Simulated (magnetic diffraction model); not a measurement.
# Moment size from magnetic intensity in Ba3Nd2I4Br8

Space group P4/mbm (no. 127), a = 12.7670 Å, c = 7.7490 Å.

| site | atom | x | y | z |
| --- | --- | --- | --- | --- |
| 4g | Nd | 0.6313 | 0.8687 | 0 |
| 4h | Ba | 0.3159 | 0.8159 | 1/2 |
| 2a | Ba | 1/2 | 1/2 | 0 |
| 4g | I | 0.3082 | 0.8082 | 0 |
| 4f | I | 0 | 1/2 | 0.2539 |
| 16l | Br | 0.7963 | 0.9456 | 0.7308 |

The compound is invented for this exercise: a known structure type with other elements, its cell scaled to their sizes and not relaxed.

Only Nd is taken to order (form factors of Nd3+); orders and moment sizes are assumed, and not adapted to the symmetry. Radiation: neutrons of λ = 1.594 Å, 3° to 30°; isotropic B of 0.46 Å² (Nd), 0.69 Å² (Ba), 0.69 Å² (I) and 0.61 Å² (Br). The intensities are simulated: I ∝ L Σ (|F_N|² + |F_M⊥|²) for unpolarised neutrons, with F_M = 2.695 fm/μB × Σ f(s) S exp(2πi Q·r) exp(−B s²) at Q = H ± k (one set where k and −k are equivalent), only the part normal to Q counting and L = 1/(sin²θ cos θ). For collinear order S is the moment m, which repeats by lattice and centring translations R with the sign exp(−2πi k·R). Form factors are spin-only for 3d ions and dipole or tabulated for f ions, scattering lengths are Sears's of 1992, and absorption is left out. A label names one of the reflections at its angle. The strongest nuclear line in the range is 100, and lines under 0.2 are left out.

In a first state the assumed order is k = (1/2 0 0), collinear moments along [100], 3 μB on Nd; signs + at (0.6313, 0.8687, 0), + at (0.1313, 0.6313, 0), + at (0.8687, 0.3687, 0), + at (0.3687, 0.1313, 0), with this pattern:

| 2θ (°) | index | nuclear | magnetic |
| --- | --- | --- | --- |
| 8.00 | (1/2 -1 0) | 0.0 | 3.6 |
| 11.81 | (0 0 1) | 11.9 | 0.0 |
| 12.34 | (1/2 0 1) | 0.0 | 11.1 |
| 12.92 | (3/2 1 0) | 0.0 | 3.2 |
| 14.28 | (1/2 -1 1) | 0.0 | 2.6 |
| 14.35 | (2 0 0) | 0.3 | 0.0 |
| 14.79 | (1/2 2 0) | 0.0 | 7.9 |
| 15.58 | (1 1 1) | 1.4 | 0.0 |
| 15.99 | (3/2 0 1) | 0.0 | 0.9 |
| 16.05 | (2 1 0) | 11.2 | 0.0 |
| 17.54 | (3/2 1 1) | 0.0 | 6.9 |
| 17.96 | (3/2 2 0) | 0.0 | 0.8 |
| 18.62 | (2 0 1) | 0.8 | 0.0 |
| 18.96 | (1/2 2 1) | 0.0 | 9.7 |
| 19.35 | (5/2 -1 0) | 0.0 | 0.7 |
| 19.97 | (2 1 1) | 17.4 | 0.0 |
(The table stops after 16 lines; 29 more lie at higher angle.)

**Question.** Nearer the ordering temperature the line at 12.34° has total intensity 5.5 on the same scale, and all moments have shrunk alike. How large is the Nd moment?

The nuclear part, 0.0, stays, so the magnetic part is 5.5 against 11.1. It goes as m², so m = 3 × √(5.5/11.1) = 2.11 μB; the value used was 2.1 μB.
